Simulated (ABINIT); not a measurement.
# Beyond one shot: YHSe (P-6m2), part 2 of 3

Wanted: G0W0 and self-consistent gaps of YHSe (P-6m2), with the cost of the cycles.

ABINIT 10.8.3; LDA and many-body steps on it, plane waves. Known limits of the many-body steps: not at the basis limit; no spin-orbit coupling; coarse k mesh.

So far. Step 5 (evGW0, cycle 1): Against G0W0 in ABINIT (3×3×4 mesh, 51 bands, screening to 106.1 eV, Godby-Needs plasmon pole), the gap moves by +0.181 eV. This first cycle still uses the starting levels; it takes the full correction, at all points of the mesh, and its linearised value is 2.192 eV. Step 6 (evGW0, cycle 2): Against the cycle before, the gap moves by −0.075 eV.

### 7. evGW0, cycle 3

Level of this step: evGW0 on LDA, plane waves, norm-conserving pseudopotentials (ABINIT).

run.abi

```
acell 3*1.0 Angstrom
rprim 
  3.840931335803 -0.000000000001 0.000000000000
  -1.920465667901 3.326344110998 0.000000000000
  0.000000000000 0.000000000000 3.915549560000
ntypat 3
znucl 39 1 34
natom 3
typat 1 2 3
xred 
  0.000000000000 0.000000000000 0.000000000000
  0.333333333333 0.666666666667 0.000000000000
  0.666666666667 0.333333333333 0.500000000000
pp_dirpath "pseudos"
pseudos "Y.upf, H.upf, Se.upf"
ecut 48
ngkpt 3 3 4
nshiftk 1
shiftk 0 0 0
kptopt 1
chksymbreak 0
istwfk *1
occopt 1
irdwfk 1
optdriver 4
nband 51
gwcalctyp 10
ecutsigx 48
symsigma 1
nkptgw 9
kptgw 
  0.0000000000 0.0000000000 0.0000000000
  0.3333333333 0.0000000000 0.0000000000
  0.3333333333 0.3333333333 0.0000000000
  0.0000000000 0.0000000000 0.2500000000
  0.3333333333 0.0000000000 0.2500000000
  0.3333333333 0.3333333333 0.2500000000
  0.0000000000 0.0000000000 0.5000000000
  0.3333333333 0.0000000000 0.5000000000
  0.3333333333 0.3333333333 0.5000000000
bdgw 
  15 24
  15 24
  15 24
  15 24
  15 24
  15 24
  15 24
  15 24
  15 24
ecuteps 3.9
irdscr 1
ppmodel 1
irdqps 1
indata_prefix "in"
outdata_prefix "out"
tmpdata_prefix "tmp"
```

Run with:

```console
$ OMP_NUM_THREADS=1 mpirun -n 4 abinit run.abi > log
```

The log of the run:

```text
.Version 10.8.3 of ABINIT. v10.8.2 released Aug 2026.

 Symmetries : space group P-6 m 2 (#187); Bravais hP (primitive hexag.)
[... echo of the input left out ...]
== DATASET  1 ==================================================================
-   mpi_nproc: 4, omp_nthreads: 1 (-1 if OMP is not activated)

--- !DatasetInfo
iteration_state: {dtset: 1, }
dimensions: {natom: 3, nkpt: 9, mband: 51, nsppol: 1, nspinor: 1, nspden: 1, mpw: 5376, }
cutoff_energies: {ecut:  48.0, pawecutdg:  -1.0, }
[...]
.  kptgw no:  4; Maximum DeltaE = (   0.001   0.000) for band index: 10
[...]
.  kptgw no:  8; Maximum DeltaE = (   0.002  -0.000) for band index:  9
.  kptgw no:  9; Maximum DeltaE = (   0.005  -0.000) for band index: 10

== END DATASET(S) ==============================================================
================================================================================

 -outvars: echo values of variables after computation  --------
           etotal      0.0000000000E+00
            nband          51
             nkpt           9
          spgroup         187
 [... the other variables as echoed above ...]

 Calculation completed.
```

Elapsed: 32 s, on 4 MPI ranks of Arm Neoverse V1, shared host; peak memory 1.2 GiB.

Numbers from this step:

| Item | Value |
| --- | --- |
| quasiparticle gap on the mesh | 2.302 eV |
| gap of the density functional on the mesh | 1.364 eV |
| k of the valence top | 0, 0, 0.5 |
| k of the conduction bottom | 0, 0, 0 |
| least direct quasiparticle gap on the computed points | 2.979 eV |

Against the cycle before, the gap moves by +0.004 eV.

### 8. Screening, 3×3×4 mesh, 51 bands, screening to 106.1 eV

This step: RPA screening on LDA, plane waves, norm-conserving pseudopotentials.

run.abi

```
acell 3*1.0 Angstrom
rprim 
  3.840931335803 -0.000000000001 0.000000000000
  -1.920465667901 3.326344110998 0.000000000000
  0.000000000000 0.000000000000 3.915549560000
ntypat 3
znucl 39 1 34
natom 3
typat 1 2 3
xred 
  0.000000000000 0.000000000000 0.000000000000
  0.333333333333 0.666666666667 0.000000000000
  0.666666666667 0.333333333333 0.500000000000
pp_dirpath "pseudos"
pseudos "Y.upf, H.upf, Se.upf"
ecut 48
ngkpt 3 3 4
nshiftk 1
shiftk 0 0 0
kptopt 1
chksymbreak 0
istwfk *1
occopt 1
irdwfk 1
optdriver 3
nband 51
ecuteps 3.9
inclvkb 2
awtr 1
symchi 1
gwcalctyp 10
mbpt_sciss 1.159 eV
nqptdm 1
qptdm 
  0 0 0
indata_prefix "in"
outdata_prefix "out"
tmpdata_prefix "tmp"
```

The log of the run:

```text
.Version 10.8.3 of ABINIT. v10.8.2 released Aug 2026.

 Symmetries : space group P-6 m 2 (#187); Bravais hP (primitive hexag.)
[... echo of the input left out ...]
== DATASET  1 ==================================================================
-   mpi_nproc: 4, omp_nthreads: 1 (-1 if OMP is not activated)

--- !DatasetInfo
iteration_state: {dtset: 1, }
dimensions: {natom: 3, nkpt: 9, mband: 51, nsppol: 1, nspinor: 1, nspden: 1, mpw: 5376, }
cutoff_energies: {ecut:  48.0, pawecutdg:  -1.0, }
electrons: {nelect:   3.60000000E+01, charge:   0.00000000E+00, occopt:   1.00000000E+00, tsmear:   1.00000000E-02, }

 SCREENING: Calculation of the susceptibility and dielectric matrices

 Based on a program developped by R.W. Godby, V. Olevano, G. Onida, and L. Reining.
 Incorporated in ABINIT by V. Olevano, G.-M. Rignanese, and M. Torrent.
.Using double precision arithmetic ; gwpc =  8

[... cell and pseudopotentials left out ...]
--------------------------------------------------------------------------------

 ==== K-mesh for the wavefunctions ====
 Number of points in the irreducible wedge :     9
[... list of points left out ...]
 Together with 12 symmetry operations and time-reversal symmetry
 yields    36 points in the full Brillouin Zone.

 ==== Q-mesh for the screening function ====
 Number of points in the irreducible wedge :     9
[... list of points left out ...]
 Together with 12 symmetry operations and time-reversal symmetry
 yields    36 points in the full Brillouin Zone.

 setmesh: FFT mesh size selected  =    25x   25x   30
          total number of points  =        18750

 vcoul_init : cutoff-mode = AUXILIARY_FUNCTION
 q-points for optical limit:   1
     1)      0.000010    0.000020    0.000030

 Dielectric matrix will be calculated only for some
 selected q points provided by the user through the input variables
 nqptdm and qptdm

- screening: taking advantage of time-reversal symmetry
- Maximum band index for partially occupied states nbvw = 18
- Remaining bands to be divided among processors   nbcw = 33
- Number of bands treated by each node ~8

 rdqps: reading QP wavefunctions of the previous step
        looking for file in_QPS
 file not found, 1st iteration initialized with KS eigenelements

 screening : performing a first self-consistency
 update of the energies in W by a scissor operator
 applying a scissor operator of [eV] :   1.159

 Number of electrons calculated from density =   36.0000; Expected =   36.0000
 average of density, n =  0.106637
 r_s =    1.3082
 omega_plasma =   31.5000 [eV]

 calculating chi0 at frequencies [eV] :
  1    0.000000E+00    0.000000E+00
  2    0.000000E+00    3.149998E+01

--------------------------------------------------------------------------------
  q-point number  1        q = ( 0.000000, 0.000000, 0.000000) [r.l.u.]
--------------------------------------------------------------------------------
[... chi0 elements left out ...]
 For q-point:  0.000010 0.000020 0.000030
  dielectric constant =   9.0550
  dielectric constant without local fields =   9.8993

  Average fulfillment of the sum rule on Im[epsilon] for q-point    1 :     34.48  [%]
[... wings left out ...]
== END DATASET(S) ==============================================================
================================================================================

 -outvars: echo values of variables after computation  --------
           etotal      0.0000000000E+00
            nband          51
             nkpt           9
          spgroup         187
 [... the other variables as echoed above ...]

 Calculation completed.
```

It took 6.7 s on 4 MPI ranks; peak memory 0.69 GiB; 26 s of CPU time.

Numbers from this step:

| Property | Result |
| --- | --- |
| ε∞ with local fields, on this mesh, along the program's q direction | 9.055 |
| the same without local fields | 9.899 |
| plasma frequency | 31.5 eV |
| plane waves in the screening matrix | 145 |

This screening uses the functional's bands under a rigid shift, the mean opening of the cycle before.

### 9. Screening, 3×3×4 mesh, 51 bands, screening to 106.1 eV

This step: RPA screening on LDA from quasiparticle energies, plane waves, norm-conserving pseudopotentials.

run.abi, as its differences from that of step 8:

```diff
@@ -30,7 +30,14 @@
 symchi 1
+irdqps 1
 gwcalctyp 10
-mbpt_sciss 1.159 eV
-nqptdm 1
+nqptdm 8
 qptdm 
-  0 0 0
+  0.3333333333 0.0000000000 0.0000000000
+  0.3333333333 0.3333333333 0.0000000000
+  0.0000000000 0.0000000000 0.2500000000
+  0.3333333333 0.0000000000 0.2500000000
+  0.3333333333 0.3333333333 0.2500000000
+  0.0000000000 0.0000000000 0.5000000000
+  0.3333333333 0.0000000000 0.5000000000
+  0.3333333333 0.3333333333 0.5000000000
 indata_prefix "in"
```

mrgscr.stdin

```
2
merged
q0_SCR
out_SCR
1
```

Run with:

```console
$ OMP_NUM_THREADS=1 mpirun -n 4 abinit run.abi > log; mrgscr < mrgscr.stdin
```

The log of the run:

```text
.Version 10.8.3 of ABINIT. v10.8.2 released Aug 2026.

 Symmetries : space group P-6 m 2 (#187); Bravais hP (primitive hexag.)
[... echo of the input left out ...]
== DATASET  1 ==================================================================
-   mpi_nproc: 4, omp_nthreads: 1 (-1 if OMP is not activated)

--- !DatasetInfo
iteration_state: {dtset: 1, }
dimensions: {natom: 3, nkpt: 9, mband: 51, nsppol: 1, nspinor: 1, nspden: 1, mpw: 5376, }
cutoff_energies: {ecut:  48.0, pawecutdg:  -1.0, }
[...]
q-point number  1        q = ( 0.333333, 0.000000, 0.000000) [r.l.u.]
--------------------------------------------------------------------------------
[... chi0 elements left out ...]
  Average fulfillment of the sum rule on Im[epsilon] for q-point    2 :     43.67  [%]

--------------------------------------------------------------------------------
  q-point number  2        q = ( 0.333333, 0.333333, 0.000000) [r.l.u.]
--------------------------------------------------------------------------------
[... chi0 elements left out ...]
  Average fulfillment of the sum rule on Im[epsilon] for q-point    3 :     40.41  [%]

 [... 6 further q-points ...]
```

The job ended after 10 s (4 MPI ranks; peak memory 0.64 GiB; 42 s of CPU time).

This step gave:

```
plasma frequency                    : 31.5 eV
plane waves in the screening matrix : 145
```

This screening reads the quasiparticle levels of the cycle before.

### 10. evGW, cycle 1

This step: evGW on LDA, plane waves, norm-conserving pseudopotentials.

run.abi, as its differences from that of step 9:

```diff
@@ -24,12 +24,10 @@
 irdwfk 1
-optdriver 3
+optdriver 4
 nband 51
-ecuteps 3.9
-inclvkb 2
-awtr 1
-symchi 1
-irdqps 1
 gwcalctyp 10
-nqptdm 8
-qptdm 
+ecutsigx 48
+symsigma 1
+nkptgw 9
+kptgw 
+  0.0000000000 0.0000000000 0.0000000000
   0.3333333333 0.0000000000 0.0000000000
@@ -42,2 +40,16 @@
   0.3333333333 0.3333333333 0.5000000000
+bdgw 
+  15 24
+  15 24
+  15 24
+  15 24
+  15 24
+  15 24
+  15 24
+  15 24
+  15 24
+ecuteps 3.9
+irdscr 1
+ppmodel 1
+irdqps 1
 indata_prefix "in"
```

Run with:

```console
$ OMP_NUM_THREADS=1 mpirun -n 4 abinit run.abi > log
```

The log of the run:

```text
.Version 10.8.3 of ABINIT. v10.8.2 released Aug 2026.

 Symmetries : space group P-6 m 2 (#187); Bravais hP (primitive hexag.)
[... echo of the input left out ...]
== DATASET  1 ==================================================================
-   mpi_nproc: 4, omp_nthreads: 1 (-1 if OMP is not activated)

--- !DatasetInfo
iteration_state: {dtset: 1, }
dimensions: {natom: 3, nkpt: 9, mband: 51, nsppol: 1, nspinor: 1, nspden: 1, mpw: 5376, }
cutoff_energies: {ecut:  48.0, pawecutdg:  -1.0, }
[...]
.  kptgw no:  3; Maximum DeltaE = (  -0.079  -0.000) for band index:  8
[...]
.  kptgw no:  8; Maximum DeltaE = (   0.097   0.000) for band index:  9
.  kptgw no:  9; Maximum DeltaE = (   0.118  -0.000) for band index: 10

== END DATASET(S) ==============================================================
================================================================================

 -outvars: echo values of variables after computation  --------
           etotal      0.0000000000E+00
            nband          51
             nkpt           9
          spgroup         187
 [... the other variables as echoed above ...]

 Calculation completed.
```

Wall time 32 s (4 MPI ranks); peak memory 1.2 GiB; 2.1 min of CPU time.

This step gave:

| Property | Result |
| --- | --- |
| quasiparticle gap on the mesh | 2.486 eV |
| gap of the density functional on the mesh | 1.364 eV |
| k of the valence top | 0, 0, 0.5 |
| k of the conduction bottom | 0, 0, 0 |
| least direct quasiparticle gap on the computed points | 3.176 eV |

Against G0W0 in ABINIT (3×3×4 mesh, 51 bands, screening to 106.1 eV, Godby-Needs plasmon pole), the gap moves by +0.294 eV.

### 11. Screening, 3×3×4 mesh, 51 bands, screening to 106.1 eV

This step: RPA screening on LDA, plane waves, norm-conserving pseudopotentials.

run.abi

```
acell 3*1.0 Angstrom
rprim 
  3.840931335803 -0.000000000001 0.000000000000
  -1.920465667901 3.326344110998 0.000000000000
  0.000000000000 0.000000000000 3.915549560000
ntypat 3
znucl 39 1 34
natom 3
typat 1 2 3
xred 
  0.000000000000 0.000000000000 0.000000000000
  0.333333333333 0.666666666667 0.000000000000
  0.666666666667 0.333333333333 0.500000000000
pp_dirpath "pseudos"
pseudos "Y.upf, H.upf, Se.upf"
ecut 48
ngkpt 3 3 4
nshiftk 1
shiftk 0 0 0
kptopt 1
chksymbreak 0
istwfk *1
occopt 1
irdwfk 1
optdriver 3
nband 51
ecuteps 3.9
inclvkb 2
awtr 1
symchi 1
gwcalctyp 10
mbpt_sciss 1.371 eV
nqptdm 1
qptdm 
  0 0 0
indata_prefix "in"
outdata_prefix "out"
tmpdata_prefix "tmp"
```

The log of the run:

```text
.Version 10.8.3 of ABINIT. v10.8.2 released Aug 2026.

 Symmetries : space group P-6 m 2 (#187); Bravais hP (primitive hexag.)
[... echo of the input left out ...]
== DATASET  1 ==================================================================
-   mpi_nproc: 4, omp_nthreads: 1 (-1 if OMP is not activated)

--- !DatasetInfo
iteration_state: {dtset: 1, }
dimensions: {natom: 3, nkpt: 9, mband: 51, nsppol: 1, nspinor: 1, nspden: 1, mpw: 5376, }
cutoff_energies: {ecut:  48.0, pawecutdg:  -1.0, }
[...]
[... chi0 elements left out ...]
 For q-point:  0.000010 0.000020 0.000030
  dielectric constant =   8.7499
  dielectric constant without local fields =   9.5491

  Average fulfillment of the sum rule on Im[epsilon] for q-point    1 :     34.75  [%]
[... wings left out ...]
== END DATASET(S) ==============================================================
================================================================================

 -outvars: echo values of variables after computation  --------
           etotal      0.0000000000E+00
            nband          51
             nkpt           9
          spgroup         187
 [... the other variables as echoed above ...]

 Calculation completed.
```

Run time: 6.6 s. Hardware: 4 MPI ranks; peak memory 0.69 GiB.

This step gave:

| Item | Value |
| --- | --- |
| ε∞ with local fields, on this mesh, along the program's q direction | 8.750 |
| the same without local fields | 9.549 |
| plasma frequency | 31.5 eV |
| plane waves in the screening matrix | 145 |

This screening uses the functional's bands under a rigid shift, the mean opening of the cycle before.

### 12. Screening, 3×3×4 mesh, 51 bands, screening to 106.1 eV

This step: RPA screening on LDA from quasiparticle energies, plane waves, norm-conserving pseudopotentials.

run.abi, as its differences from that of step 11:

```diff
@@ -30,7 +30,14 @@
 symchi 1
+irdqps 1
 gwcalctyp 10
-mbpt_sciss 1.371 eV
-nqptdm 1
+nqptdm 8
 qptdm 
-  0 0 0
+  0.3333333333 0.0000000000 0.0000000000
+  0.3333333333 0.3333333333 0.0000000000
+  0.0000000000 0.0000000000 0.2500000000
+  0.3333333333 0.0000000000 0.2500000000
+  0.3333333333 0.3333333333 0.2500000000
+  0.0000000000 0.0000000000 0.5000000000
+  0.3333333333 0.0000000000 0.5000000000
+  0.3333333333 0.3333333333 0.5000000000
 indata_prefix "in"
```

mrgscr.stdin is that of step 9.

Run with:

```console
$ OMP_NUM_THREADS=1 mpirun -n 4 abinit run.abi > log; mrgscr < mrgscr.stdin
```

The log of the run:

```text
.Version 10.8.3 of ABINIT. v10.8.2 released Aug 2026.

 Symmetries : space group P-6 m 2 (#187); Bravais hP (primitive hexag.)
[... echo of the input left out ...]
== DATASET  1 ==================================================================
-   mpi_nproc: 4, omp_nthreads: 1 (-1 if OMP is not activated)

--- !DatasetInfo
iteration_state: {dtset: 1, }
dimensions: {natom: 3, nkpt: 9, mband: 51, nsppol: 1, nspinor: 1, nspden: 1, mpw: 5376, }
cutoff_energies: {ecut:  48.0, pawecutdg:  -1.0, }
[...]
q-point number  1        q = ( 0.333333, 0.000000, 0.000000) [r.l.u.]
--------------------------------------------------------------------------------
[... chi0 elements left out ...]
  Average fulfillment of the sum rule on Im[epsilon] for q-point    2 :     44.11  [%]

--------------------------------------------------------------------------------
  q-point number  2        q = ( 0.333333, 0.333333, 0.000000) [r.l.u.]
--------------------------------------------------------------------------------
[... chi0 elements left out ...]
  Average fulfillment of the sum rule on Im[epsilon] for q-point    3 :     40.69  [%]

 [... 6 further q-points ...]
```

The job ended after 11 s (4 MPI ranks; peak memory 0.64 GiB).

This step gave:

| Quantity | Value |
| --- | --- |
| plasma frequency | 31.5 eV |
| plane waves in the screening matrix | 145 |

This screening reads the quasiparticle levels of the cycle before.

### 13. evGW, cycle 2

This step: evGW on LDA, plane waves, norm-conserving pseudopotentials.

run.abi, as its differences from that of step 12:

```diff
@@ -24,12 +24,10 @@
 irdwfk 1
-optdriver 3
+optdriver 4
 nband 51
-ecuteps 3.9
-inclvkb 2
-awtr 1
-symchi 1
-irdqps 1
 gwcalctyp 10
-nqptdm 8
-qptdm 
+ecutsigx 48
+symsigma 1
+nkptgw 9
+kptgw 
+  0.0000000000 0.0000000000 0.0000000000
   0.3333333333 0.0000000000 0.0000000000
@@ -42,2 +40,16 @@
   0.3333333333 0.3333333333 0.5000000000
+bdgw 
+  15 24
+  15 24
+  15 24
+  15 24
+  15 24
+  15 24
+  15 24
+  15 24
+  15 24
+ecuteps 3.9
+irdscr 1
+ppmodel 1
+irdqps 1
 indata_prefix "in"
```

Run with:

```console
$ OMP_NUM_THREADS=1 mpirun -n 4 abinit run.abi > log
```

The log of the run:

```text
.Version 10.8.3 of ABINIT. v10.8.2 released Aug 2026.

 Symmetries : space group P-6 m 2 (#187); Bravais hP (primitive hexag.)
[... echo of the input left out ...]
== DATASET  1 ==================================================================
-   mpi_nproc: 4, omp_nthreads: 1 (-1 if OMP is not activated)

--- !DatasetInfo
iteration_state: {dtset: 1, }
dimensions: {natom: 3, nkpt: 9, mband: 51, nsppol: 1, nspinor: 1, nspden: 1, mpw: 5376, }
cutoff_energies: {ecut:  48.0, pawecutdg:  -1.0, }
[...]
.  kptgw no:  3; Maximum DeltaE = (   0.008   0.000) for band index:  9
[...]
.  kptgw no:  8; Maximum DeltaE = (   0.009  -0.000) for band index:  9
.  kptgw no:  9; Maximum DeltaE = (   0.006  -0.000) for band index:  3

== END DATASET(S) ==============================================================
================================================================================

 -outvars: echo values of variables after computation  --------
           etotal      0.0000000000E+00
            nband          51
             nkpt           9
          spgroup         187
 [... the other variables as echoed above ...]

 Calculation completed.
```

The job ended after 32 s (4 MPI ranks; peak memory 1.2 GiB).

Numbers from this step:

```yaml
quasiparticle_gap_on_the_mesh: 2.502 eV
gap_of_the_density_functional_on_the_mesh: 1.364 eV
k_of_the_valence_top: 0, 0, 0.5
k_of_the_conduction_bottom: 0, 0, 0
least_direct_quasiparticle_gap_on_the_computed_points: 3.193 eV
```

Against the cycle before, the gap moves by +0.016 eV.

[end of part 2 of 3]

[Paths, hosts, dates, memory and timing lines, banners, echoed tables and standing remarks are left out of the program output.]

[Logs are printed without paths, hosts, clocks, repeated set-up lines and the standing remarks that a program may print on its own settings, such as how far it seeks lower states.]

[Runs of the session that timed out or met a known fault of the program may be left out.]

[Hosts, paths, dates, database ids (printed as entryN), source tags and the programs' standing remarks are cut or masked in the printed files.]

[G0W0 gaps are taken among the corrected bands and points alone; a level outside them can change the order at an edge.]

[Where Ansatz stands beside ABINIT at settings called matched, ABINIT's density can come from a denser mesh and the files from another edition; pairs whose starting gaps differed by over 0.03 eV were left out, so agreement reads better than it is.]
